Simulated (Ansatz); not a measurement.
# How Nb(110) screens a field, part 2 of 2

Aim: image plane and induced charge of Nb(110).

Ansatz 0.2.0; plane-wave DFT, LDA, Ansatz PAW.

So far. Step 8 (Atoms held, field -0.2 V/Å): The dipole is -0.156 e·Å. Step 9 (Single point, field 0.4 V/Å): The dipole is 0.311 e·Å.

### Step 10. The response

This step: plane-wave DFT, LDA, Ansatz PAW; screening of a field by a metal slab (Ansatz 0.2.0).

The dipoles give the slope, and the difference of two potentials shows where the field is screened.

This step gave:

```yaml
equivalent_conductor_thickness_p_eps_0ae: 18.27 Å
distance_between_the_outer_atoms: 14.00 Å
inner_field_over_outer_field: -3.22e-4
image_plane_upper_face: 2.134 Å
induced_electrons_on_the_upper_face_over_eps_0e: -1.000
image_plane_lower_face: 2.134 Å
induced_electrons_on_the_lower_face_over_eps_0e: 1.000
```

The dipole of the cell by applied field:

```csv
applied field (V/Å),dipole of the cell (e·Å)
-0.200,-0.156
-0.100,-0.0778
-0.050,-0.0389
0.000,0
0.050,0.0389
0.100,0.0778
0.200,0.156
0.400,0.311
```

Local field over the applied field, running mean. From the potentials at -0.05 and 0.05 V/Å; running mean over 2.333 Å. Local field over applied field against z:

z (Å), local field over applied field and a bar from the least value:
```
        5      0.965 ##############################
        6      0.832 ##########################
        7      0.484 ################
        8      0.118 ####
        9     -0.030 
       10     -0.004 #
       11      0.000 #
       12      0.003 #
       13      0.002 #
       14      0.001 #
       15      0.000 #
       16     -0.001 #
       17      0.000 #
       18      0.001 #
       19      0.002 #
       20      0.003 #
       21      0.000 #
       22     -0.004 #
       23     -0.030 
       24      0.118 ####
       25      0.484 ###############
       26      0.832 ##########################
       27      0.965 ##############################
```

Electrons, planar mean, per unit field. Induced electron density against z:

z (Å), induced electron density (e/Å³ per V/Å) and a bar from the least value:
```
      4.5    0.00008 ###############
      5.0    0.00019 ################
      5.5    0.00045 #################
      6.0    0.00098 ###################
      6.5    0.00188 #######################
      7.0    0.00300 ############################
      7.5    0.00358 ##############################
      8.0    0.00210 ########################
      8.5   -0.00092 ###########
      9.0   -0.00036 ##############
      9.5    0.00022 ################
     10.0   -0.00010 ###############
     10.5   -0.00017 ##############
     11.0    0.00005 ###############
     11.5    0.00010 ###############
     12.0   -0.00005 ###############
     12.5   -0.00007 ###############
     13.0    0.00006 ###############
     13.5    0.00003 ###############
     14.0   -0.00001 ###############
     14.5    0.00001 ###############
     15.0    0.00003 ###############
     15.5   -0.00003 ###############
     16.0    0.00000 ###############
     16.5    0.00003 ###############
     17.0   -0.00003 ###############
     17.5   -0.00001 ###############
     18.0    0.00002 ###############
     18.5   -0.00002 ###############
     19.0   -0.00006 ###############
     19.5    0.00007 ###############
     20.0    0.00005 ###############
     20.5   -0.00010 ###############
     21.0   -0.00005 ###############
     21.5    0.00017 ################
     22.0    0.00010 ###############
     22.5   -0.00022 ##############
     23.0    0.00035 ################
     23.5    0.00092 ###################
     24.0   -0.00210 ######
     24.5   -0.00358 
     25.0   -0.00300 ##
     25.5   -0.00188 #######
     26.0   -0.00098 ###########
     26.5   -0.00045 #############
     27.0   -0.00019 ##############
     27.5   -0.00008 ###############
```

By hand: between -0.05 and 0.05 V/Å the dipole changes by 0.07775 e·Å, a slope of 0.7775 e·Å²/V. A perfect conductor of thickness t has p = ε₀AEt, so t = 180.95 × 0.7775 / 7.700 = 18.27 Å (e/ε₀ = 180.95 V·Å, A in Å²). Less the 14.00 Å between the outer atoms, and halved, that puts each image plane 2.13 Å out.

The induced dipole is that of a conductor 18.27 Å thick.

### Step 11. A changed input

This step: plane-wave DFT, LDA, Ansatz PAW (Ansatz 0.2.0).

An input spoilt on purpose, to show how the run answers: it repeats the earlier run at 0.05 V/Å with efield.amplitude from 0.05 to 3.0, and scf.max_iter set to 80.

Contents of input.yaml:

```yaml
crystal:
  lattice:
    - [2.3334523779, -1.65, 0.0]
    - [2.3334523779, 1.65, 0.0]
    - [0.0, 0.0, 32.0007142675]
  atoms:
    - { symbol: Nb, position: [0.0, 0.0, 0.2812437224] }
    - { symbol: Nb, position: [0.5, 0.5, 0.3541624816] }
    - { symbol: Nb, position: [0.0, 0.0, 0.4270812408] }
    - { symbol: Nb, position: [0.5, 0.5, 0.5] }
    - { symbol: Nb, position: [0.0, 0.0, 0.5729187592] }
    - { symbol: Nb, position: [0.5, 0.5, 0.6458375184] }
    - { symbol: Nb, position: [0.0, 0.0, 0.7187562776] }
kpoints:
  mp_grid: { grid: [18, 18, 1] }
hamiltonian:
  xc: lda
scf:
  occupations: { method: fermi_dirac, width: 0.1 }
  convergence: { dr2_threshold: 1.0e-10 }
  max_iter: 80
efield:
  axis: 3
  dipole_correction: true
  ramp_position: 0.97
  ramp_width: 0.06
  amplitude: 3.0
output:
  forces: true
  write_potential: true
  write_density: true
  volumetric_format: npy
```

On the command line:

```bash
ansatz run input.yaml --threads 2 --pin off --max-ram 3072MiB --backend cpu --events-out ev --progress --plain --runs-dir out
```

Numbers of over 12 decimals in the logs are rounded to 6 here.

Output:

```text
[...]
Crystal: 7 atoms, lattice volume = 246.418 Å³
Basis set: ecut = 420 eV, 4833 PW (Γ)
Bands: 55, of which v1, the nominal top of the filled ones, is band 46 counted from 1 (45 counted from 0)
Symmetry: 4 space group operations
k-points: 91 of 324
[...]
SCF iter   1: F=—  HF=-31109.757197 eV  |F-HF|=—  |Δ(HF+E_count)|=         —  Δρ=7.66e-2  dr2=4.09e2  ethr=3.10e-3  p=2.445 e·Å  D=1.80e0 V/Å  ΔV_dip=-57.46 eV  dr2_dipole=1.01e2  V_vac-E_F(+/−)=24.41/5.55 eV  ⟨swp⟩=10.5  Hψ=28680  notcnv=0
[...]
SCF iter  20: F=-31099.257305 eV  HF=-31099.257305 eV  |F-HF|=1.24e-10  |Δ(HF+E_count)|=  9.35e-10  Δρ=9.30e-8  dr2=5.16e-11  ethr=1.00e-12  p=2.340 e·Å  D=1.72e0 V/Å  ΔV_dip=-54.98 eV  dr2_dipole=1.21e-11  V_vac-E_F(+/−)=21.45/0.60 eV  ⟨swp⟩=25.7  Hψ=55534  notcnv=0
WARN: efield: at this solve's end the planar-averaged density reaches 2.22e-3 e/Å³ inside the ramp window [0.9388, 0.1615] (bound 1e-5 e/Å³); the window's nearer edge stands 3.83 Å from this solve's nearest atom along the axis. Its free energy, forces, stress, dipole, levels and responses can be off, and this figure does not tell by how much. The cell may have no vacuum along `efield.axis`. A short vacuum, a low `basis.ecutwfc` or `basis.ecutrho_ratio` and negative occupations (`scf.occupations.method`) can put density there. See the manual's quickstart, § The vacuum guard
SCF 1 converged in 20 iterations: F = -31099.257305 eV  dr2 = 5.16e-11
[...]
SCF converged after 20 iterations
Free energy (F): -31099.257305 eV
[...]
Internal energy: -31098.930077 eV  (E = F + TS)
E sigma→0 (E₀):  -31099.093691 eV
Entropy (-TS):   -0.327229 eV (-46.747 meV/atom)
Fermi energy:    6.319983 eV
Dipole field:    D = 1.718033 V/Å  (p = 2.339604 e·Å, saw-weighted, corrected)
Work function:   not extracted (applied field tilts the vacuum); planar V_es + V_field profile in the machine report
[...]
Vacuum region:   at the solve's end the planar-averaged density reaches 2.22e-3 e/Å³ inside the ramp window [0.9388, 0.1615] (bound 1e-5 e/Å³)
[...]
--- Forces (eV/Å), atoms counted from 1 ---
  atom   1  Nb     0.00000000     0.00000000     0.57630337
  atom   2  Nb     0.00000000    -0.00000000    -0.29356028
  atom   3  Nb     0.00000000     0.00000000     0.00078217
  atom   4  Nb     0.00000000     0.00000000     0.00339097
  atom   5  Nb     0.00000000    -0.00000000    -0.03278973
  atom   6  Nb     0.00000000     0.00000000     0.41387651
  atom   7  Nb     0.00000000    -0.00000000    -0.60420010
  max |Σ_I F_I| component: 6.38e-2 eV/Å
--- Band table (eV; the first three rows and the last of 91) ---
  k-point 0: bands = [... 42 lower, 6.2210, 6.3442, 6.4570, 6.5348, 6.6057, 6.7932, 6.8150, 7.2282, ... 5 higher]
  k-point 1: bands = [... 42 lower, 6.2241, 6.2331, 6.3946, 6.5104, 6.6155, 6.7009, 6.8189, 7.3102, ... 5 higher]
  k-point 2: bands = [... 42 lower, 5.9924, 6.1318, 6.3341, 6.3402, 6.4008, 6.8048, 6.8418, 7.0917, ... 5 higher]
  k-point 90: bands = [... 42 lower, 6.0700, 6.9873, 7.1616, 8.0024, 8.0642, 8.4604, 8.4842, 8.5705, ... 5 higher]
```

Wall time 2.6 min (2 threads of Arm Neoverse V2, shared host); peak memory 0.97 GiB; 5.2 min of CPU time.

```csv
quantity,this run,earlier run,difference
dipole along the normal (e·Å),2.340,0.03887,2.3
```

The applied field differs between the two, so the dipoles differ in any case.

In so strong a field the program warns of density in the ramp of the sawtooth; these numbers are not the system's.

### Step 12. The same run with other settings

Another changed input: it repeats the earlier run at 0.05 V/Å with accuracy to medium, scf.occupations.method from fermi_dirac to cold and scf.occupations.width from 0.1 to 0.005.

Changes to input.yaml since step 11:

```diff
@@ -18,5 +18,4 @@
 scf:
-  occupations: { method: fermi_dirac, width: 0.1 }
+  occupations: { method: cold, width: 0.005 }
   convergence: { dr2_threshold: 1.0e-10 }
-  max_iter: 80
 efield:
@@ -26,3 +25,3 @@
   ramp_width: 0.06
-  amplitude: 3.0
+  amplitude: 0.05
 output:
@@ -32 +31,2 @@
   volumetric_format: npy
+accuracy: medium
```

Output:

```text
[...]
Crystal: 7 atoms, lattice volume = 246.418 Å³
Basis set: ecut = 420 eV, 4833 PW (Γ)
Bands: 55, of which v1, the nominal top of the filled ones, is band 46 counted from 1 (45 counted from 0)
Symmetry: 4 space group operations
k-points: 91 of 324
[...]
SCF iter   1: F=—  HF=-31102.177066 eV  |F-HF|=—  |Δ(HF+E_count)|=         —  Δρ=6.73e-2  dr2=1.58e2  ethr=3.10e-3  p=0.037 e·Å  D=2.75e-2 V/Å  ΔV_dip=-0.88 eV  dr2_dipole=9.12e-6  V_vac-E_F(+/−)=7.58/6.99 eV  ⟨swp⟩=8.9  Hψ=22899  notcnv=0
[...]
SCF iter  17: F=-31095.594022 eV  HF=-31095.594022 eV  |F-HF|=7.64e-11  |Δ(HF+E_count)|=  7.28e-11  S|Δr|=    0.00e0  Δρ=2.38e-8  dr2=1.52e-11  ethr=1.00e-12  p=0.039 e·Å  D=2.85e-2 V/Å  ΔV_dip=-0.91 eV  dr2_dipole=8.31e-12  V_vac-E_F(+/−)=5.06/4.50 eV  ⟨swp⟩=20.4  Hψ=30758  notcnv=0
SCF 1 converged in 17 iterations: F = -31095.594022 eV  dr2 = 1.52e-11
[...]
SCF converged after 17 iterations
Stability not checked: this state was not tested for a lower state beside it, because cold or Methfessel-Paxton smearing, or corrected tetrahedra, fill the levels in a way that the test cannot read (fill_not_monotonic; see scf.lower_state_search)
Free energy (F): -31095.594022 eV
[...]
Internal energy: -31095.593993 eV  (E = F + TS)
E sigma→0 (E₀):  -31095.594012 eV
Entropy (-TS):   -0.000029 eV (-0.004 meV/atom)
Fermi energy:    6.738456 eV
Dipole field:    D = 0.028533 V/Å  (p = 0.038855 e·Å, saw-weighted, corrected)
Work function:   not extracted (applied field tilts the vacuum); planar V_es + V_field profile in the machine report
[...]
--- Forces (eV/Å), atoms counted from 1 ---
  atom   1  Nb     0.00000000     0.00000000     0.80409134
  atom   2  Nb     0.00000000    -0.00000000    -0.35129799
  atom   3  Nb     0.00000000    -0.00000000    -0.00369072
  atom   4  Nb     0.00000000    -0.00000000    -0.00062836
  atom   5  Nb     0.00000000     0.00000000     0.00348798
  atom   6  Nb     0.00000000     0.00000000     0.35345039
  atom   7  Nb     0.00000000    -0.00000000    -0.80541120
  max |Σ_I F_I| component: 1.44e-6 eV/Å
--- Band table (eV; the first three rows and the last of 91) ---
  k-point 0: bands = [... 42 lower, 6.6649, 6.7911, 6.8890, 6.9833, 7.0520, 7.2412, 7.2625, 7.6729, ... 5 higher]
  k-point 1: bands = [... 42 lower, 6.6680, 6.6804, 6.8262, 6.9585, 7.0787, 7.1274, 7.2672, 7.7537, ... 5 higher]
  k-point 2: bands = [... 42 lower, 6.4399, 6.5694, 6.7839, 6.8166, 6.8186, 7.2648, 7.3547, 7.4300, ... 5 higher]
  k-point 90: bands = [... 42 lower, 6.5190, 7.4263, 7.6110, 8.4576, 8.4945, 8.8906, 8.9321, 9.0117, ... 5 higher]
```

Wall time 84 s (2 threads); peak memory 0.96 GiB.

This step gave:

| Quantity | Value |
| --- | --- |
| dipole along the normal | 0.03886 e·Å |

Force by atom:

```csv
atom,x (eV/Å),y (eV/Å),z (eV/Å),size
Nb1,0.000,0.000,0.804,0.804
Nb2,0.000,0.000,-0.351,0.351
Nb3,0.000,0.000,-0.004,0.004
Nb4,0.000,0.000,-0.001,0.001
Nb5,0.000,0.000,0.003,0.003
Nb6,0.000,0.000,0.353,0.353
Nb7,0.000,0.000,-0.805,0.805
```

```csv
quantity,this run,earlier run,difference
dipole along the normal (e·Å),0.03886,0.03887,-1.9e-5
```

The dipole moves by under 0.5 % or 5e-5 e·Å. The run took 17 SCF cycles against 13.

### Step 13. Results

| Item | Value |
| --- | --- |
| work function | 4.79 eV |
| image plane, upper face | 2.13 Å |
| induced electrons on the upper face over ε₀E | -1.00 |
| equivalent conductor thickness p/(ε₀AE) | 18.3 Å |
| inner field over outer field | -3.2e-4 |

What this shows: The induced charge has its centre 2.13 Å outside the outermost atoms; this is the plane from which a capacitor's gap or an image potential counts. The equivalent conductor thickness exceeds the distance between the outer atoms by 4.27 Å, about the sum of the two image-plane distances. In the middle of the slab the field is screened to under 0.5 % of its outer value. The atoms are held at bulk positions with the tabulated experimental lattice constant.

[Logs are printed without paths, hosts, clocks, repeated set-up lines and the standing remarks that a program may print on its own settings, such as how far it seeks lower states.]

[Hosts, paths, dates, database ids (printed as entryN), source tags and the programs' standing remarks are cut or masked in the printed files.]

[Maps of the electrostatic potential energy from Ansatz leave out the sawtooth potential of an applied field or a dipole correction, so their vacuum need not be flat; planar profiles and work functions include it.]
